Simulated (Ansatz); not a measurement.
# KI (Fm-3m): band gap by G0W0 on PBE

Wanted: the gap of KI (Fm-3m) with a many-body correction, and the time that it takes.

Program: Ansatz 0.2.0. Level of theory: PBE, then G0W0 on it, plane waves, PAW. Results are calculated unless marked as measured.

**1. The structure**

The structure is cubic, space group Fm-3m (No. 225). Conventional cell: a = 7.066 Å, b = 7.066 Å, c = 7.066 Å, α = 90.00°, β = 90.00°, γ = 90.00°. K has 6 I at 3.53 Å nearest. Nearest to I lie 6 K at 3.53 Å. Farther neighbours and most contacts between anions are not listed.

The cell and positions come from the Crystallography Open Database and are kept as given unless a step says otherwise. Spin-orbit coupling is left out unless a step names it. The default PAW set here is soft_2. Its files were made with PBE.

**2. Bands along the symmetry lines**

Levels along a band path and on the mesh show where this functional puts the band edges.

This step: DFT, PBE, plane waves, PAW.

File input.yaml:

```yaml
crystal:
  lattice:
    - [0.0, 3.532775, 3.532775]
    - [3.532775, 0.0, 3.532775]
    - [3.532775, 3.532775, 0.0]
  atoms:
    - { symbol: K, position: [0.0, 0.0, 0.0] }
    - { symbol: I, position: [0.5, 0.5, 0.5] }
kpoints:
  mp_grid: { grid: [6, 6, 6] }
  band_path:
    path:
      - [[0.0, 0.0, 0.0], [0.5, 0.0, 0.5], [0.625, 0.25, 0.625]]
      - [[0.375, 0.375, 0.75], [0.0, 0.0, 0.0], [0.5, 0.5, 0.5], [0.5, 0.25, 0.75], [0.5, 0.0, 0.5]]
    npoints: 10
hamiltonian:
  xc: pbe
scf:
  occupations: { method: fermi_dirac, width: 0.02 }
  n_extra_bands: 4
output:
  eigenvalues: true
  write_density: true
  write_potential: true
  elf: true
  volumetric_format: npy
```

On the command line:

```bash
> ansatz run input.yaml --threads 3 --pin off --max-ram 92160MiB --backend cuda --events-out ev --progress --plain --runs-dir out --devices 1 --max-vram 13GiB
```

Numbers of over 12 decimals in the logs are rounded to 6 here.

Log:

```text
scf.n_extra_bands = 4 over 13 filled bands (N_el = 26.0): the run solves 17 bands
GPUs: using 1 of 1 available (devices: 1).
Engine: ansatz 0.2.0, x86_64-unknown-linux-gnu
Pseudopotentials: kind: paw
Pseudopotential: K, paw, valence charge 9, recommended cutoff 420 eV (normal), K.paw.azcp
Pseudopotential: I, paw, valence charge 17, recommended cutoff 420 eV (normal), I.paw.azcp
Functional definition: PBE
  parameter kappa = 0.804
  parameter beta = 0.066725
  exchange = pbe_x(kappa = kappa, mu = beta*pi^2/3)
  correlation = pbe_c(beta = beta)
device memory: the entry about to start is reckoned to put 1.0 GiB on a device that reports 48.7 GiB free (of which the cap on the GPU budget leaves the run 13.0 GiB)
GPU FFT provider: cuFFT
GPU libraries: cuBLAS 13.8.2, cuFFT 12.4.0, cuSOLVER 12.3.4
Crystal: 2 atoms, lattice volume = 88.182 Å³
Basis set: ecut = 420 eV, 1759 PW (Γ)
Bands: 17, of which v1, the nominal top of the filled ones, is band 13 counted from 1 (12 counted from 0)
Symmetry: 48 space group operations
Space group: Fm-3m (ITA 225), of the structure as read, at distance tolerance 4.5e-5 Å
k-points: 16 of 216
Non-local potential: K, projectors of the file, l = 0: 3, l = 1: 2, l = 2: 2
Non-local potential: I, projectors of the file, l = 0: 2, l = 1: 2, l = 2: 2, l = 3: 2
PAW form: soft (Blöchl's): semilocal exchange-correlation on the pseudo side does not see the compensation charge
PAW one-centre angular grid: K, 110 points (default); XC on 64 Gauss nodes
PAW one-centre angular grid: I, 590 points (default); XC on 64 Gauss nodes
Initial density: superposition of atomic densities (neutral atoms: chi_scale 0, normalization atom), corrected by the library's trained network
Initial wavefunctions: pseudopotential atomic-orbital guess
GPU buffer pool allocated for 46656 grid points (all kernels)
GPU transforms: local potential and band sums: pruned to the plane-wave sphere, on 36×36×36
Functional: x = pbe(κ = 0.804, μ = 0.219515), c = pbe(β = 0.066725)
SCF iter   1: F=—  HF=-9053.690784 eV  |F-HF|=—  |Δ(HF+E_count)|=         —  Δρ=2.73e-4  dr2=3.91e-5  ethr=1.77e-3  ⟨swp⟩=7.8  Hψ=1685  notcnv=0
preconditioner: auto → none  [insulator: Δε(μ)=3.960 eV  Ē_g=13.748 eV  σ=0.020 eV  W_gap=1.00  n_scr=14 (ndim 8)  ℏωp=14.8 eV  f_vac=0.139  D(μ)=0.00/eV (n_scr^D=0)  ε∞_Penn≈2.2]
SCF iter   2: F=—  HF=-9053.689987 eV  |F-HF|=—  |Δ(HF+E_count)|=   7.97e-4  Δρ=2.95e-4  dr2=1.23e-4  ethr=1.50e-7  ⟨swp⟩=3.6  Hψ=885  notcnv=0
SCF iter   3: F=—  HF=-9053.689941 eV  |F-HF|=—  |Δ(HF+E_count)|=   4.59e-5  Δρ=1.40e-4  dr2=2.26e-5  ethr=1.50e-7  ⟨swp⟩=2.0  Hψ=480  notcnv=0
SCF iter   4: F=—  HF=-9053.689942 eV  |F-HF|=—  |Δ(HF+E_count)|=   1.02e-6  Δρ=3.72e-5  dr2=1.63e-6  ethr=8.68e-8  ⟨swp⟩=2.0  Hψ=480  notcnv=0
iter 5 did not close the SCF: its close was put off for the readings that it lacked (scf_convergence_deferred on its scf_iter line)
SCF iter   5: F=-9053.689942 eV  HF=-9053.689942 eV  |F-HF|=1.23e-8  |Δ(HF+E_count)|=   5.03e-7  Δρ=4.61e-6  dr2=1.58e-8  ethr=6.29e-9  ⟨swp⟩=2.0  Hψ=480  notcnv=0
SCF iter   6: F=-9053.689942 eV  HF=-9053.689942 eV  |F-HF|=1.26e-10  |Δ(HF+E_count)|=   8.89e-8  Δρ=6.54e-7  dr2=2.73e-10  ethr=6.09e-11  ⟨swp⟩=3.2  Hψ=1077  notcnv=0
SCF 1 converged in 6 iterations: F = -9053.689942 eV  dr2 = 2.73e-10
  greatest PAW one-centre occupation: 0.999 electrons in one spin orbital (limit 2), on the I atom at site 1 (counted from 0), in its partial waves of l = 2
device memory: the entry about to start is reckoned to put 1.4 GiB on a device that reports 49.2 GiB free (of which the cap on the GPU budget leaves the run 13.0 GiB)
NSCF: frozen V_eff on 62 k-points, pencils in batches of 32, up to order 76
SCF converged after 6 iterations
Free energy (F): -9053.689942 eV
Harris-Foulkes:  -9053.689942 eV  (|F-HF|=1.26e-10)
Internal energy: -9053.689942 eV  (E = F + TS)
E sigma→0 (E₀):  -9053.689942 eV
Fermi energy:    4.261863 eV
--- Per-component energies (eV) ---
  E_band       = -521.547435
  E_kinetic    = 443.092391
  E_local      = -2830.524021  (includes V_loc(G=0)·N_el)
  E_nonlocal   = -77.391619
  E_hartree    = 1342.092039
  E_xc         = -263.476210
  E_vxc        = -293.790781  (∫ρ·V_xc dr)
  E_paw        = -5599.050159  (= ΣΔE_a)
  E_vpaw       = -447.117531  (= ΣTr[D̂ρ^β])
  E_aug_tail   = -0.000007  (compensation charges beyond the density's cutoff)
  E_ewald      = -2068.432357
  E_smearing   = -0.000000  (= −TS)
  E_closure    = 0.000000  (closes the sum)
  Σ components = -9053.689942   (vs F -9053.689942, Δ=0.00e0)
--- Band table (eV; the first three rows and the last of 16) ---
  k-point 0: bands = [... 9 lower, -8.2351, 2.2667, 2.2667, 2.2667, 6.2336, 8.7736, 8.7736, 8.7736]
  k-point 1: bands = [... 9 lower, -8.1626, 1.8495, 2.1763, 2.1763, 6.8564, 8.6929, 9.0642, 9.0642]
  k-point 2: bands = [... 9 lower, -8.0244, 1.2130, 2.0088, 2.0088, 7.6207, 9.2921, 9.7694, 9.7694]
  k-point 15: bands = [... 9 lower, -8.0482, 1.3977, 1.7059, 1.7239, 7.9401, 8.6670, 9.6795, 10.5848]
```

Run time: 8 s. Hardware: 1 × NVIDIA H100 80GB HBM3 (shared by 6 runs) with 3 threads of AMD EPYC 7R13 (Zen 3), shared host; peak memory 0.9 GiB; 5.4 s of CPU time.

The column dr2 measures how far the density is from self-consistency, as an energy; F and HF (Harris–Foulkes) agree once it is small.

Numbers from this step:

* filled bands: 13
* gap: 3.967 eV
* valence top at: Γ
* conduction bottom at: Γ
* least direct gap: 3.967 eV

Over mesh and path the gap is 3.967 eV, direct, at k = Γ.

The electronic bands at the labelled points (eV, zero at the top of the highest nominally filled band):

```csv
point,band 10,band 11,band 12,band 13,band 14,band 15,band 16,band 17
Γ,-10.50,0.00,0.00,0.00,3.97,6.51,6.51,6.51
halfway,-10.37,-0.78,-0.20,-0.20,5.30,5.53,7.61,7.89
X,-10.36,-1.00,-0.37,-0.37,4.94,5.77,8.10,8.70
halfway,-10.34,-0.96,-0.49,-0.37,5.14,6.01,8.21,8.34
U,-10.30,-0.85,-0.75,-0.38,5.62,6.64,7.62,8.28
jump to K,-10.30,-0.85,-0.75,-0.38,5.62,6.64,7.62,8.28
halfway,-10.33,-0.87,-0.30,-0.24,5.55,6.29,7.21,7.41
Γ,-10.50,0.00,0.00,0.00,3.97,6.51,6.51,6.51
halfway,-10.36,-0.76,-0.18,-0.18,5.06,6.58,7.12,7.12
L,-10.22,-1.32,-0.34,-0.34,5.53,7.71,8.16,8.16
halfway,-10.26,-1.10,-0.54,-0.39,6.04,6.85,7.39,8.27
W,-10.30,-0.73,-0.73,-0.60,6.47,6.47,6.65,8.19
halfway,-10.33,-0.92,-0.49,-0.48,5.37,6.18,7.89,8.32
X,-10.36,-1.00,-0.37,-0.37,4.94,5.77,8.10,8.70
```

The electronic bands as a text plot (rows in eV, shown from -8.0 to 6.5 only):

```
    6.2 |++++          +++ +++++++++++++++++          +++++++++
    5.6 |    ++++++++++ +++     +             ++++++++      ++ ++
    5.0 |    +++ +++++++         +++       +++                +++
    4.4 |  ++                       +    ++
    3.8 |++                          ++++
    3.2 |
    2.6 |
    2.0 |
    1.4 |
    0.8 |
    0.2 |****                     **********
   -0.4 |  **************************    ************************
   -1.0 |      ******************           ************** ******
   -1.7 |
   -2.3 |
   -2.9 |
   -3.5 |
   -4.1 |
   -4.7 |
   -5.3 |
   -5.9 |
   -6.5 |
   -7.1 |
   -7.7 |
         Γ           X  U|K            Γ         L        W     X
```

Electrostatic potential energy in the ac plane of the conventional cell at fractional y = 0.000, with atoms of K and I within 0.2 Å of it. With pseudopotentials it is smooth inside the atoms' cores, unlike the true potential.

Ten even steps from '_' (-38 eV) to '@' (8 eV), each cell a mean:
```
____++%%@@@@@@**++@@@@##++##@@@@@@##::__
..==##@@@@@@@@##++++**++**%%@@@@@@%%++::
####%%@@@@@@@@@@##**++**%%@@@@@@@@@@%%##
@@@@@@@@@@@@@@@@@@@@%%@@@@@@@@@@@@@@@@@@
@@@@@@@@@@@@@@@@@@@@@@@@@@@@@@@@@@@@@@@@
@@@@@@@@@@@@@@@@@@@@@@@@@@@@@@@@@@@@@@@@
##%%@@@@@@@@@@@@@@%%%%%%@@@@@@@@@@@@%%##
++++##@@@@@@@@%%##++==**%%@@@@@@@@%%**++
%%**++%%@@@@@@##==____::**%%@@@@@@**++##
@@%%++##@@@@@@##..______==%%@@@@%%++**@@
@@##++##@@@@@@##::______++%%@@@@@@**++@@
**++**%%@@@@@@%%++::..==##@@@@@@@@##++++
++**%%@@@@@@@@@@%%######%%@@@@@@@@@@##**
%%@@@@@@@@@@@@@@@@@@@@@@@@@@@@@@@@@@@@@@
@@@@@@@@@@@@@@@@@@@@@@@@@@@@@@@@@@@@@@@@
@@@@@@@@@@@@@@@@@@@@@@@@@@@@@@@@@@@@@@@@
%%%%@@@@@@@@@@@@%%####%%@@@@@@@@@@@@@@%%
==**%%@@@@@@@@%%**++++++##@@@@@@@@%%##++
__::**%%@@@@@@**++##%%**++%%@@@@@@##==__
____==%%@@@@%%++**@@@@%%++##@@@@@@##..__
```
Columns run along a (7.1 Å; values clipped at the 3rd and 97th percentile), rows up along c (7.1 Å), edges of the conventional cell, whose origin can differ from the input's. Atoms in or near the plane, at fractional coordinates: K at (0.00, 0.00), K at (0.50, 0.50), I at (0.50, 0.00), I at (0.00, 0.50).

Valence density in the ac plane of the conventional cell at fractional y = 0.000, with atoms of K and I within 0.2 Å of it. It is the smooth field of the valence electrons, not physical close to the nuclei.

Ten steps, logarithmic in the rise over the least value, from '0' (0 e/Å³) to '9' (17 e/Å³), each cell a mean:
```
66410013699742100256
54200012466532100135
32100001233321000012
00000000112110000000
00000000000000000000
11000000000000000011
22100000011100000122
43210001244310001234
86321002466531001357
98421003567641002369
97421002566641001369
65321001355420001246
33210000123210000123
21100000000000000011
00000000000000000000
00000000111100000000
11000001222210000001
43100012344321000124
65310013578632100246
76410023699842100356
```
Columns run along a (7.1 Å), rows up along c (7.1 Å), edges of the conventional cell, whose origin can differ from the input's. Atoms in or near the plane, at fractional coordinates: K at (0.00, 0.00), K at (0.50, 0.50), I at (0.50, 0.00), I at (0.00, 0.50).

**3. One-shot GW**

G0W0 replaces the xc potential by a self-energy built once from the orbitals of the start. Levels are corrected in the window of bands that the input names, at points of the mesh.

This step: G0W0 on PBE, plane waves, PAW.

input.yaml, the sections that differ from step 2:

```yaml
kpoints:
  mp_grid: { grid: [4, 4, 4] }
scf:
  occupations: { method: fixed }
gw:
  n_empty_bands: 566
  ecut_chi: 200.0
  qp_bands: [v2, c2]
  qp_kpoints: band_edges
  screening: { model: contour_deformation }
# crystal, hamiltonian: as in step 2
# output: removed
```

Log:

```text
GPUs: using 1 of 1 available (devices: 1).
[...]
GPU FFT provider: cuFFT
GPU libraries: cuBLAS 13.8.2, cuFFT 12.4.0, cuSOLVER 12.3.4
Crystal: 2 atoms, lattice volume = 88.182 Å³
Basis set: ecut = 420 eV, 1759 PW (Γ)
Bands: 17, of which v1, the nominal top of the filled ones, is band 13 counted from 1 (12 counted from 0)
Symmetry: 48 space group operations
[...]
k-points: 8 of 64
[...]
GPU buffer pool allocated for 46656 grid points (all kernels)
[...]
SCF iter   1: F=—  HF=-9053.689555 eV  |F-HF|=—  |Δ(HF+E_count)|=         —  Δρ=2.60e-4  dr2=7.32e-5  ethr=1.77e-3  ⟨swp⟩=5.4  Hψ=632  notcnv=0  defer=13
[...]
SCF iter   6: F=-9053.689078 eV  HF=-9053.689078 eV  |F-HF|=3.74e-8  |Δ(HF+E_count)|=   2.62e-8  Δρ=4.21e-6  dr2=3.32e-8  ethr=3.37e-10  ⟨swp⟩=5.9  Hψ=727  notcnv=0
SCF 1 converged in 6 iterations: F = -9053.689078 eV  dr2 = 3.32e-8
[...]
NSCF: frozen V_eff on 8 k-points
the band table was solved once the SCF had ended and its energy, with any forces and stress, was formed, with the checks that follow a solve (851 applications of the Hamiltonian). They found nothing against the state; the energy, forces and stress were not computed again (output.eigenvalues in the input reference)
[...]
G₀W₀ screening: q 1/8
[... further progress lines ...]
[...]
SCF converged after 6 iterations
Free energy (F): -9053.689078 eV
[...]
Internal energy: -9053.689078 eV  (E = F + TS)
E sigma→0 (E₀):  -9053.689078 eV
Fermi energy:    2.267639 eV
[...]
--- Band table (eV; the first three rows and the last of 8) ---
  k-point 0: bands = [... 9 lower, -8.2339, 2.2676, 2.2676, 2.2676, 6.2342, 8.7740, 8.7740, 8.7740]
  k-point 1: bands = [... 9 lower, -8.0914, 1.5091, 2.0914, 2.0914, 7.3291, 8.8465, 9.3824, 9.3824]
  k-point 2: bands = [... 9 lower, -7.9566, 0.9497, 1.9315, 1.9315, 7.7954, 9.9767, 10.4316, 10.4316]
  k-point 7: bands = [... 9 lower, -8.0325, 1.5417, 1.5417, 1.6690, 8.7387, 8.7387, 8.9137, 10.4549]
--- G₀W₀: contour deformation, 6 samples at zero and on the imaginary axis and 2 off it, 64 q-points, 566 empty bands' worth ---
  eigenvalues of the whole cell's RPA ε∞ on this k-mesh (on a slab, of 1 + 4πα/V) = 2.6385, 2.6385, 2.6385; static W/v taken at q = 0 is 0.379006
  bands read: the sum over 579 bands ends inside a degenerate multiplet in 1 slot, whose members it reads at an even weight; the widest, k=3: bands 579 to 580 (counted from 1) at 1/2 each
  gw.qp_kpoints: band_edges: 8 of 8 stored k-points solved, in 1 pass; an edge of the gap read off the rows below is read off those points alone
    ik  band        ε_KS         Σx   Σc(E_QP)       V_xc       Z   E_QP_lin       E_QP  E_QP is
     0    12      2.2676   -17.3234     1.3557   -14.1827  0.7998     0.4342     0.4826  root
     0    13      2.2676   -17.3234     1.3557   -14.1827  0.7998     0.4342     0.4826  root
     0    14      6.2342    -4.3249    -3.1379    -7.8581  0.8462     6.6311     6.6296  root
     0    15      8.7740    -3.8696    -3.3895    -8.2146  0.8346     9.7409     9.7295  root
     1    12      2.0914   -17.0243     1.3992   -13.8331  0.7986     0.2488     0.2994  root
     1    13      2.0914   -17.0243     1.3992   -13.8331  0.7986     0.2488     0.2994  root
     1    14      7.3291    -4.6032    -3.2016    -8.2563  0.8398     7.7829     7.7807  root
     1    15      8.8465    -4.3116    -3.3993    -8.4588  0.8299     9.6018     9.5944  root
     2    12      1.9315   -16.7962     1.4466   -13.5479  0.7972     0.0767     0.1298  root
     2    13      1.9315   -16.7962     1.4466   -13.5479  0.7972     0.0767     0.1298  root
     2    14      7.7954    -3.6959    -3.0748    -7.1900  0.8401     8.2166     8.2147  root
     2    15      9.9767    -5.1508    -3.8143    -9.8668  0.8126    10.8927    10.8783  root
     3    12      2.0627   -17.0548     1.4196   -13.8289  0.7985     0.2046     0.2563  root
     3    13      2.0627   -17.0548     1.4196   -13.8289  0.7985     0.2046     0.2563  root
     3    14      7.5635    -4.9101    -3.3101    -8.7634  0.8380     8.1100     8.1068  root
     3    15      7.7990    -3.3334    -3.1478    -7.1863  0.8400     8.5097     8.5041  root
     4    12      1.7263   -16.5482     1.5170   -13.2005  0.7961    -0.1617    -0.1045  root
     4    13      1.9161   -16.8645     1.4647   -13.5844  0.7971     0.0466     0.1007  root
     4    14      7.9371    -3.6549    -3.1597    -7.4347  0.8385     8.5615     8.5571  root
     4    15      8.9836    -4.9228    -3.4848    -9.0858  0.8284     9.6678     9.6618  root
     5    12      1.7685   -16.5978     1.5054   -13.2611  0.7968    -0.1193    -0.0628  root
     5    13      1.9413   -16.8251     1.4445   -13.5788  0.7972     0.0865     0.1395  root
     5    14      8.4314    -4.7136    -3.3498    -8.6077  0.8324     8.9794     8.9758  root
     5    15      8.8007    -4.0921    -3.3216    -8.0959  0.8306     9.4889     9.4828  root
     6    12      1.9018   -16.9356     1.4832   -13.6233  0.7971     0.0177     0.0728  root
     6    13      1.9018   -16.9356     1.4832   -13.6233  0.7971     0.0177     0.0728  root
     6    14      7.2091    -3.2346    -3.0213    -6.8775  0.8430     7.8348     7.8307  root
     6    15      8.0416    -4.2416    -3.2864    -8.1555  0.8395     8.6733     8.6691  root
     7    12      1.5417   -16.3903     1.5922   -12.9402  0.7948    -0.3778    -0.3163  root
     7    13      1.6690   -16.4223     1.5188   -13.0755  0.7953    -0.2169    -0.1590  root
     7    14      8.7387    -4.0658    -3.3325    -8.1132  0.8310     9.4603     9.4536  root
     7    15      8.7387    -4.0658    -3.3325    -8.1132  0.8310     9.4603     9.4536  root
```

The job ended after 26 s (1 × NVIDIA H100 80GB HBM3 (shared by 6 runs) with 3 threads; peak memory 1.6 GiB).

This step gave:

```yaml
bands_summed: 579
rpa_eps_infinity_on_this_mesh_eigenvalues: 2.638, 2.638, 2.638
plane_waves_in_the_screening_matrix: 537
q_points_in_the_mesh: 64
g0w0_gap_over_the_corrected_points: 6.147 eV
k_of_the_valence_top: 0, 0, 0
k_of_the_conduction_bottom: 0, 0, 0
starting_gap_on_the_mesh: 3.967 eV
z_at_the_valence_top: 0.7998
z_at_the_conduction_bottom: 0.8462
least_direct_g0w0_gap_over_the_corrected_points: 6.147 eV
```

Over all 8 irreducible mesh points the G0W0 gap is 6.147 eV, direct, at k = Γ. The PBE gap of this run on the mesh is 3.967 eV. The two states that bound the G0W0 gap lie that far apart at the start, so the correction of the gap is 6.147 − 3.967 = +2.180 eV. The start of this run differs from the step before in mesh (6×6×6 and 4×4×4).

Labels follow the order of the start: v1 is the top filled band, c1 the lowest empty one; levels that stay degenerate share a row, the window can cut a multiplet, doubted levels are not marked in this list, bands outside the window were not corrected, and the list may be a part of the corrected levels. Levels before and after the correction, in eV, zero at the valence-band top of each column:

```csv
,conduction bottom,valence top
Kohn-Sham,3.97,0.00
G0W0,6.15,0.00
```

```csv
,level,occupation,energy (eV)
Kohn-Sham,Γ v2-v1,2,0.000
Kohn-Sham,Γ c1,0,3.967
Kohn-Sham,Γ c2,0,6.506
G0W0,Γ v2-v1,2,0.000
G0W0,Γ c1,0,6.147
G0W0,Γ c2,0,9.247
```

The parts of the quasiparticle energy for the two states that bound the G0W0 gap, in eV on the run's own scale (QP = start + Σx + Σc − Vxc, with Σc at the quasiparticle energy):

```csv
edge,k,band,start,Σx,Σc,Vxc,Z,QP
valence top,Γ,12,2.268,−17.323,1.356,−14.183,0.800,0.483
conduction bottom,Γ,14,6.234,−4.325,−3.138,−7.858,0.846,6.630
```

[end of part 1 of 2]

[Paths, hosts, dates, memory and timing lines, banners, echoed tables and standing remarks are left out of the program output.]

[Logs are printed without paths, hosts, clocks, repeated set-up lines and the standing remarks that a program may print on its own settings, such as how far it seeks lower states.]

[Runs of the session that timed out or met a known fault of the program may be left out.]

[Cells called generated may have been cut or substituted from an entry of the Crystallography Open Database or the Materials Project.]

[Hosts, paths, dates, database ids (printed as entryN), source tags and the programs' standing remarks are cut or masked in the printed files.]

[Where an RPA ε∞ is given, it is that of the G0W0 mesh and is not shown converged in it. Names of k-points follow the symmetry that the program found, which can be lower than the space group named. Band edges on a path are those of the sampled points; other points can move an edge, and change direct to indirect where valleys lie close.]

[Hybrid gaps are those of their k-mesh and are not shown converged in it.]
